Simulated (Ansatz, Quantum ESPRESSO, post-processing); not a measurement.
# The work function of Ru(0001), 4 layers, one monolayer of C on top sites, level by level, part 6 of 6

Wanted: work functions and the surface dipole of Ru(0001), 4 layers, one monolayer of C on top sites at several levels, with their cost.

Quantum ESPRESSO 7.5; plane-wave DFT, PBE, GBRV ultrasoft pseudopotentials; geometry and cross-check by Ansatz 0.2.0 with PAW datasets.

So far. Step 9 (Ground state: PBEsol, GBRV ultrasoft): The upper face goes from 7.056 eV (PBE, GBRV) to 7.104 eV, a change of +0.048 eV. Step 10 (Ground state: PBE, SG15 norm-conserving): The upper face goes from 7.056 eV (PBE, GBRV) to 7.068 eV, a change of +0.012 eV, a small one, from the pseudopotentials and their cutoffs.

## (12) Electrostatic potential

nodip.pot.in reads:

```
&inputpp
  prefix = 'nodip'
  outdir = './out'
  filplot = 'nodip.pot.dat'
  plot_num = 11
/
```

The run is started by

```console
$ OMP_NUM_THREADS=1 mpirun -n 4 pp.x -in nodip.pot.in > nodip.pot.out
```

Elapsed: 0.83 s, on 4 MPI ranks of Arm Neoverse V2, shared host; peak memory 0.1 GiB; 3 s of CPU time.

Electrostatic potential energy of an electron; zero at the Fermi level. Potential energy, planar mean against z:

z (Å), potential energy, planar mean (eV) and a bar from the least value:
```
      0.0        6.0 ##############################
      0.5        5.9 ##############################
      1.0        5.9 #############################
      1.5        5.8 #############################
      2.0        5.7 #############################
      2.5        5.7 #############################
      3.0        5.6 #############################
      3.5        5.5 #############################
      4.0        5.5 #############################
      4.5        5.4 #############################
      5.0        5.3 #############################
      5.5        5.2 #############################
      6.0        5.0 #############################
      6.5        4.5 #############################
      7.0        2.7 ############################
      7.5       -3.7 ########################
      8.0      -33.0 ########
      8.5      -40.8 ####
      9.0       -7.0 ######################
      9.5       -2.6 #########################
     10.0      -22.0 ##############
     10.5      -48.4 
     11.0      -13.7 ###################
     11.5       -2.5 #########################
     12.0      -15.2 ##################
     12.5      -48.2 
     13.0      -19.1 ################
     13.5       -1.4 ##########################
     14.0       -1.9 #########################
     14.5      -23.5 ##############
     15.0      -47.1 #
     15.5      -11.4 ####################
     16.0       -1.3 ##########################
     16.5       -9.3 #####################
     17.0       -2.8 #########################
     17.5        5.0 #############################
     18.0        6.6 ##############################
     18.5        6.9 ##############################
     19.0        6.9 ##############################
     19.5        6.8 ##############################
     20.0        6.7 ##############################
     20.5        6.7 ##############################
     21.0        6.6 ##############################
     21.5        6.5 ##############################
     22.0        6.5 ##############################
     22.5        6.4 ##############################
     23.0        6.3 ##############################
     23.5        6.3 ##############################
     24.0        6.2 ##############################
     24.5        6.1 ##############################
     25.0        6.1 ##############################
```

The vacuum now slopes by 135 meV/Å: the images' field stands in it, and it also polarises the slab.

## (13) All levels side by side

All levels:

```tsv
level	upper face (eV)	lower face (eV)	dipole (e Å)	CPU time (s)
QE PBE GBRV, sawtooth	7.063	5.13	-0.06743	3539
QE PBE GBRV, ESM bc1	7.056	5.136	-	650.3
QE RPBE GBRV ultrasoft, ESM bc1	6.982	4.958	-	623.2
QE PBEsol GBRV ultrasoft, ESM bc1	7.104	5.254	-	625.3
QE PBE SG15 norm-conserving, ESM bc1	7.068	5.124	-	578.9
QE PBE GBRV, periodic uncorrected (sloping vacuum, so no single level)	6.419	5.662	-	218.1
Ansatz PBE PAW, sawtooth (time of the whole relaxation)	7.026	5.095	-0.06738	93.91
```

The times are CPU seconds on a shared host; the codes use unlike cutoffs, datasets and smearings, so their times compare unlike work.

## (14) Ground state, with smearing = fd and degauss = 0.002

How much does a setting matter? One run is repeated with a change.

esm.w0.in reads:

```
&control
  prefix = 'esm.w0'
  outdir = './out'
  pseudo_dir = './pseudo'
  calculation = 'scf'
  tprnfor = .true.
/
&system
  ibrav = 0
  nat = 5
  ntyp = 2
  ecutwfc = 40
  ecutrho = 200
  occupations = 'smearing'
  smearing = 'fd'
  degauss = 0.002
  assume_isolated = 'esm'
  esm_bc = 'bc1'
/
&electrons
  conv_thr = 1e-07
  mixing_beta = 0.4
  electron_maxstep = 120
  mixing_mode = 'local-TF'
/
ATOMIC_SPECIES
  Ru  101.0700  ru_pbe_v1.2.uspp.F.UPF
  C   12.0110  c_pbe_v1.2.uspp.F.UPF
CELL_PARAMETERS angstrom
  2.69999999998962 0.00000000000000 0.00000000000000
  1.34999999999481 2.33826859020899 0.00000000000000
  0.00000000000000 0.00000000000000 25.41520000000000
ATOMIC_POSITIONS crystal
  Ru  0.666666666667 0.666666666667 -0.163573760378
  Ru  0.000000000000 0.000000000000 -0.079435134678
  Ru  0.666666666667 0.666666666667 0.002852266177
  Ru  0.000000000000 0.000000000000 0.096629075333
  C   -0.000000000000 0.000000000000 0.163573760378
K_POINTS automatic
  12 12 1 0 0 0
```

The run is started by

```console
$ OMP_NUM_THREADS=1 mpirun -n 4 pw.x -nk 4 -in esm.w0.in > esm.w0.out
```

The log of the run:

```text
[banner, memory and clock lines left out]
Program PWSCF v.7.5 starts
[citation notice left out]

[...]
Message from routine setup:
[...]
bravais-lattice index     =            0
     lattice parameter (alat)  =       5.1023  a.u.
     unit-cell volume          =    1082.8001 (a.u.)^3
     number of atoms/cell      =            5
     number of atomic types    =            2
     number of electrons       =        68.00
     number of Kohn-Sham states=           41
     kinetic-energy cutoff     =      40.0000  Ry
     charge density cutoff     =     200.0000  Ry
     scf convergence threshold =      1.0E-07
     mixing beta               =       0.4000
     number of iterations used =            8  local-TF  mixing
     Exchange-correlation= SLA  PW   PBE  PBE
                           (   1   4   3   4   0   0   0)

     Effective Screening Medium Method
     Boundary Conditions: Vacuum-Slab-Vacuum
     total charge in unit cell        =   0.0000
     grid points for fit at edges     =        4

[...]
PseudoPot. # 1 for Ru read from file:
     ./pseudo/ru_pbe_v1.2.uspp.F.UPF
     Pseudo is Ultrasoft + core correction, Zval = 16.0
     Generated by new atomic code, or converted to UPF format
     Using radial grid of  967 points,  6 beta functions with:
                l(1) =   0
                l(2) =   0
                l(3) =   1
                l(4) =   1
                l(5) =   2
                l(6) =   2
     Q(r) pseudized with  8 coefficients,  rinner =    1.300   1.300   1.300
                                                       1.300   1.300

     PseudoPot. # 2 for C  read from file:
     ./pseudo/c_pbe_v1.2.uspp.F.UPF
     Pseudo is Ultrasoft + core correction, Zval =  4.0
     Generated by new atomic code, or converted to UPF format
     Using radial grid of  721 points,  4 beta functions with:
                l(1) =   0
                l(2) =   0
                l(3) =   1
                l(4) =   1
     Q(r) pseudized with  8 coefficients,  rinner =    1.100   1.100   1.100

     atomic species   valence    mass     pseudopotential
     Ru               16.00   101.07000     Ru( 1.00)
     C                 4.00    12.01100     C ( 1.00)

      6 Sym. Ops. (no inversion) found

[...]
number of k points=    19  Fermi-Dirac smearing, width (Ry)=  0.0020
[...]
Dense  grid:    51901 G-vectors     FFT dimensions: (  24,  24, 225)

     Smooth grid:    37003 G-vectors     FFT dimensions: (  24,  24, 200)

     Initial potential from superposition of free atoms

     starting charge      63.9999, renormalised to      68.0000

     negative rho (up, down):  3.201E-01 0.000E+00
     Starting wfcs are   56 randomized atomic wfcs

     per-process dynamical memory:    58.8 Mb

     Self-consistent Calculation

     iteration #  1     ecut=    40.00 Ry     beta= 0.40
     Davidson diagonalization with overlap
     c_bands:  3 eigenvalues not converged
     c_bands:  4 eigenvalues not converged
     c_bands:  1 eigenvalues not converged
     ethr =  1.00E-02,  avg # of iterations = 20.5

     negative rho (up, down):  4.584E-01 0.000E+00

     total energy              =    -753.19421637 Ry
     estimated scf accuracy    <     673.81560582 Ry

     iteration #  2     ecut=    40.00 Ry     beta= 0.40
[...]
c_bands:  1 eigenvalues not converged
     c_bands:  5 eigenvalues not converged
     c_bands:  5 eigenvalues not converged
[...]
negative rho (up, down):  4.352E-01 0.000E+00

[...]
total energy              =    -749.35112970 Ry
     estimated scf accuracy    <     595.14961029 Ry

     iteration #  3     ecut=    40.00 Ry     beta= 0.40
[...]
c_bands:  4 eigenvalues not converged
[...]
negative rho (up, down):  4.956E-01 0.000E+00

[...]
total energy              =    -795.90938300 Ry
     estimated scf accuracy    <     385.01783676 Ry

     iteration #  4     ecut=    40.00 Ry     beta= 0.40
[...]
negative rho (up, down):  6.613E-01 0.000E+00

[...]
total energy              =    -792.41574410 Ry
     estimated scf accuracy    <     322.44756332 Ry

     iteration #  5     ecut=    40.00 Ry     beta= 0.40
[...]
negative rho (up, down):  5.720E-01 0.000E+00

[...]
total energy              =    -791.08715212 Ry
     estimated scf accuracy    <     166.20042113 Ry

     iteration #  6     ecut=    40.00 Ry     beta= 0.40
[...]
negative rho (up, down):  7.250E-01 0.000E+00

[...]
total energy              =    -785.07465938 Ry
     estimated scf accuracy    <     186.70697579 Ry

[...]
iteration # 64     ecut=    40.00 Ry     beta= 0.40
[...]
negative rho (up, down):  3.121E-01 0.000E+00

[...]
total energy              =    -788.14321267 Ry
     estimated scf accuracy    <       0.00000037 Ry

     iteration # 65     ecut=    40.00 Ry     beta= 0.40
[...]
negative rho (up, down):  3.121E-01 0.000E+00

[...]
total energy              =    -788.14336423 Ry
     estimated scf accuracy    <       0.00000019 Ry

     iteration # 66     ecut=    40.00 Ry     beta= 0.40
[...]
negative rho (up, down):  3.121E-01 0.000E+00

[...]
total energy              =    -788.14333698 Ry
     estimated scf accuracy    <       0.00000018 Ry

     iteration # 67     ecut=    40.00 Ry     beta= 0.40
[...]
negative rho (up, down):  3.121E-01 0.000E+00

[...]
End of self-consistent calculation

          k = 0.0000 0.0000 0.0000 (  4609 PWs)   bands (ev):

   -79.4239 -79.0118 -78.8061 -78.7981 -49.6960 -49.1634 -48.9670 -48.9670
   -48.8844 -48.6468 -48.5685 -48.5685 -48.3601 -48.3601 -48.3390 -48.3390
   -17.2228 -13.4840 -12.2695 -11.9303 -11.6877  -9.6788  -8.9181  -8.9181
    -8.6465  -8.5859  -8.5859  -8.0446  -8.0446  -7.9465  -7.9364  -7.9364
    -7.0486  -7.0486  -6.5465  -6.5465  -6.3371  -5.4527  -5.4527  -5.1197
    -4.9503

          k = 0.0000 0.0962 0.0000 (  4591 PWs)   bands (ev):

   -79.4159 -79.0050 -78.7990 -78.7912 -49.6801 -49.1635 -49.0318 -48.9803
   -48.8604 -48.6623 -48.6068 -48.5801 -48.4111 -48.3878 -48.3721 -48.3507
   -17.1029 -13.2396 -12.0430 -11.7189 -11.4596  -9.7384  -9.1324  -8.8177
    -8.7306  -8.6708  -8.4471  -8.2663  -8.0961  -7.8700  -7.8558  -7.7575
    -7.3576  -7.1266  -6.8238  -6.5903  -6.4661  -5.9115  -5.4848  -4.9313
    -4.8980

[...]
the Fermi energy is    -6.0458 ev

!    total energy              =    -788.14330484 Ry
     estimated scf accuracy    <       0.00000009 Ry
     smearing contrib. (-TS)   =      -0.00045670 Ry
     internal energy E=F+TS    =    -788.14284814 Ry

     The total energy is F=E-TS. E is the sum of the following terms:
     one-electron contribution =   14961.58627669 Ry
     hartree contribution      =   -7502.59510839 Ry
     xc contribution           =    -107.01059361 Ry
     ewald contribution        =   -8140.12342284 Ry

     convergence has been achieved in  67 iterations

     negative rho (up, down):  3.121E-01 0.000E+00

     Forces acting on atoms (cartesian axes, Ry/au):

     atom    1 type  1   force =     0.00000000    0.00000000    0.02352880
     atom    2 type  1   force =     0.00000000    0.00000000   -0.02191176
     atom    3 type  1   force =     0.00000000    0.00000000   -0.00214813
     atom    4 type  1   force =     0.00000000    0.00000000   -0.00209468
     atom    5 type  2   force =     0.00000000    0.00000000    0.00189474

     Total force =     0.032347     Total SCF correction =     0.003589
     SCF correction compared to forces is large: reduce conv_thr to get better values

[...]
```

It took 2.7 min on 4 MPI ranks; peak memory 0.47 GiB; 11 min of CPU time.

Beside the run it was changed from:

```tsv
quantity	this run	unchanged run	difference
vacuum line at the upper end of the cell, over the Fermi level (eV)	7.011	7.056	-0.045
vacuum line at the lower end of the cell, over the Fermi level (eV)	5.081	5.136	-0.055
free energy (eV)	-10723.24	-10723.22	-0.015
wall time (s)	160	163	
SCF iterations	67	69
```

The free energy moves by -3 meV an atom.

The free energy holds the smearing's entropy term, so it moves with degauss by construction.

Levels move by up to 55 meV, so the change matters at the level of the results.

## (15) By hand

In the first self-consistent run, on its own zero, the Fermi level is 4.717 eV and the upper vacuum level 11.780 eV: φ = 11.780 − (4.717) = 7.063 eV.

The dipole of -0.3239 D is -0.0674 e Å (1 D = 0.20819 e Å). A dipole layer steps the potential by e p/(ε₀A), with e/ε₀ = 180.95 V Å: 180.95 × 0.0674 / 6.313 = 1.933 eV, against 1.933 eV between the two work functions.

## (16) Outcome

- work function of the covered face, PBE, GBRV: 7.06 eV
- work function of the bare face, PBE, GBRV: 5.13 eV
- covered face by ESM: 7.06 eV
- dipole along the normal: -0.0674 e·Å
- covered face by Ansatz: 7.03 eV

At the first level (PBE, GBRV ultrasoft) the work function comes to 7.06 eV on the upper face and 5.13 eV on the lower. The C layer ends 1.70 Å above the top metal plane and raises the work function by 1.93 eV against the bare face. This is the step −180.95 p/A = +1.93 eV of the slab's dipole p = -0.06743 e Å, which the dipole correction builds in. The bare face is held at bulk positions, so it is no relaxed clean surface. ESM differs from the periodic treatment by -7 meV on the upper face and +6 meV on the lower. Over the levels tried, the uncorrected run apart, the upper face spans 6.98 eV (QE RPBE GBRV ultrasoft, ESM bc1) to 7.10 eV (QE PBEsol GBRV ultrasoft, ESM bc1). Without a correction the vacuum potential slopes by 135 meV/Å, so no single vacuum level can be read. Quantum ESPRESSO and Ansatz give 7.06 and 7.03 eV for the upper face, which agree. Ansatz ran with Fermi-Dirac smearing of 0.1 eV against cold smearing of 0.02 Ry, which alone can move a level by some tens of meV. With 12×12 points and so few layers the values hold to some 0.05 to 0.1 eV. The slab is cut at a tabulated measured bulk lattice constant, given to two decimals. A full 1×1 monolayer may not be the stable structure at this coverage.

[Logs are printed without paths, hosts, clocks, repeated set-up lines and the standing remarks that a program may print on its own settings, such as how far it seeks lower states.]

[Hosts, paths, dates, database ids (printed as entryN), source tags and the programs' standing remarks are cut or masked in the printed files.]

[Maps of the electrostatic potential energy from Ansatz leave out the sawtooth potential of an applied field or a dipole correction, so their vacuum need not be flat; planar profiles and work functions include it.]
